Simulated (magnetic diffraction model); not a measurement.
**Moment size from magnetic intensity in TbTlBr4**

Space group P2/c (no. 13), a = 6.8810 Å, b = 8.1430 Å, c = 7.3020 Å, β = 91.47°.

```
site  atom       x       y       z
  2f    Tl     1/2  0.3509     3/4
  2e    Tb       0  0.8462     3/4
  4g    Br  0.7448  0.6241  0.6026
  4g    Br  0.7726  0.1062  0.5716
```

This is a made-up structure (elements placed in a structure type, unrelaxed), so the numbers test the method and describe no known phase.

Only Tb is taken to order (form factors of Tb3+); orders and moment sizes are assumed, and not adapted to the symmetry. Radiation: neutrons of λ = 2.567 Å, 8° to 55°; isotropic B of 0.14 Å² (Tl), 0.17 Å² (Tb) and 0.2 Å² (Br). The intensities are simulated: I ∝ L Σ (|F_N|² + |F_M⊥|²) for unpolarised neutrons, with F_M = 2.695 fm/μB × Σ f(s) S exp(2πi Q·r) exp(−B s²) at Q = H ± k (one set where k and −k are equivalent), only the part normal to Q counting and L = 1/(sin²θ cos θ). For collinear order S is the moment m, which repeats by lattice and centring translations R with the sign exp(−2πi k·R). Form factors are spin-only for 3d ions and dipole or tabulated for f ions, scattering lengths are Sears's of 1992, and absorption is left out. A label names one of the reflections at its angle. The strongest nuclear line in the range is 100, and lines under 0.2 are left out.

In a first state the assumed order is k = (1/2 0 1/2), collinear moments along [101], 8.5 μB on Tb; signs + at (0, 0.8462, 3/4), + at (0, 0.1538, 1/4), with this pattern:

```csv
2θ (°),index,nuclear,magnetic
14.54,(1/2 0 -1/2),0.0,199.7
14.92,(1/2 0 1/2),0.0,0.7
23.32,(1/2 1 -1/2),0.0,152.3
23.57,(1/2 1 1/2),0.0,89.0
27.32,(0 1 1),0.5,0.0
28.27,(1 1 0),53.8,0.0
32.22,(1/2 0 -3/2),0.0,30.4
32.76,(1/2 0 3/2),0.0,5.8
33.86,(3/2 0 -1/2),0.0,28.1
34.38,(3/2 0 1/2),0.0,7.8
34.69,(1 1 -1),46.1,0.0
35.37,(1 1 1),42.5,0.0
36.75,(0 2 0),0.5,0.0
37.22,(1/2 1 -3/2),0.0,47.8
37.70,(1/2 1 3/2),0.0,19.9
38.67,(3/2 1 -1/2),0.0,44.7
```
(The table stops after 16 lines; 24 more lie at higher angle.)

**Question.** Nearer the ordering temperature the line at 14.54° has total intensity 97.8 on the same scale, and all moments have shrunk alike. How large is the Tb moment?

The nuclear part, 0.0, stays, so the magnetic part is 97.8 against 199.7. It goes as m², so m = 8.5 × √(97.8/199.7) = 5.95 μB; the value used was 5.95 μB.

[Logs are printed without paths, hosts, clocks, repeated set-up lines and the standing remarks that a program may print on its own settings, such as how far it seeks lower states.]
